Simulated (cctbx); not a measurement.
## Diagnosing a refinement

Cell a = 8.8940 Å, b = 8.8940 Å, c = 6.4820 Å, α = 90.00°, β = 90.00°, γ = 120.00°; space group P6_3/mcm (no. 193).

Simulated single-crystal data (cctbx): Mo Kα, λ = 0.71073 Å, to d = 0.75 Å, 95 % of the full sphere, strongest reflection 70000 counts, noise from counting, a 4 % proportional error and a noise floor of 2 counts (s.d.); no absorption.

An anisotropic refinement with weights 1/σ² prints:

```text
Rint 0.034, 224 unique reflections to 0.75 A
cycle     R1     wR2    GooF  max shift (A)
   1  0.2377  0.6160  45.270   0.03188
   2  0.1786  0.4518  33.204   0.00044
final R1 0.1779 wR2 0.4518 GooF 33.200  parameters 6  data/parameter 37.3
atom        x        y        z      Ueq    occ   su(xyz)  su(Uiso or U11)
Nd1    0.00000  0.75773  0.25000   0.0129  1.000  0.00037  0.0025
Nd2    0.66667  0.33333  0.50000   0.0098  1.000  0.00000  0.0023
difference map: max 42.46 min -5.92 rms 2.77
Q1    0.0000  0.2166  0.7500    6   43.87  0.23 A from Nd1
Q2    0.0000  0.3858  0.2500    6   39.31  3.00 A from Nd1
Q3    0.3333  0.6667  0.0000    4   31.77  0.00 A from Nd2
Q4    0.1081  0.2421  0.2500   12    2.63  1.19 A from Nd1
Q5    0.0538  0.3566  0.7500   12    2.33  0.88 A from Nd1
Q6    0.0000  0.1878  0.5484   12    1.99  1.39 A from Nd1
```

Q: Accept it or mend it, and why?

Mend it. The fault: an atom left out, Al at (0, 0.3859, 1/4). Against the right model at the same level, R1 goes from 0.0049 to 0.1779 and GooF from 0.85 to 33.20 and the top difference peak, 43.9 e/Å³, lies on Nd1. Q2 is the missing atom. With scattering power missing, scale and phases suffer, so peaks may also grow on the heavy atoms.

The compound is Nd5Al3. The right model at the same level gives:

```text
Rint 0.034, 224 unique reflections to 0.75 A
cycle     R1     wR2    GooF  max shift (A)
   1  0.0066  0.0194   1.439   0.00027
   2  0.0049  0.0115   0.853   0.00000
final R1 0.0049 wR2 0.0115 GooF 0.853  parameters 10  data/parameter 22.4
atom        x        y        z      Ueq    occ   su(xyz)  su(Uiso or U11)
Nd1    0.00000  0.76139  0.25000   0.0168  1.000  0.00001  0.0001
Nd2    0.66667  0.33333  0.50000   0.0146  1.000  0.00000  0.0001
Al1    0.00000  0.38592  0.25000   0.0279  1.000  0.00007  0.0003
difference map: max 0.20 min -0.30 rms 0.06
Q1    0.0000  0.2548  0.2500    6    0.21  1.17 A from Al1
Q2    0.2339  0.4763  0.5989   24    0.20  1.60 A from Nd2
Q3    0.1033  0.2066  0.0000   12    0.19  1.95 A from Nd1
Q4    0.1251  0.2861  0.2500   12    0.19  1.27 A from Nd1
Q5    0.0000  0.1266  0.0259   12    0.17  2.05 A from Nd1
Q6    0.0000  0.0621  0.6072   12    0.16  1.82 A from Nd1
```

Isotropic U is held between 0.0001 and 1 Å² by the program, and listed peak heights are interpolated, so they can pass the grid's maximum.

The model is made up (kin elements in a known structure type, no relaxation), so it says nothing on whether the phase exists.

[Middle refinement cycles are left out of these outputs.]

[Logs are printed without paths, hosts, clocks, repeated set-up lines and the standing remarks that a program may print on its own settings, such as how far it seeks lower states.]
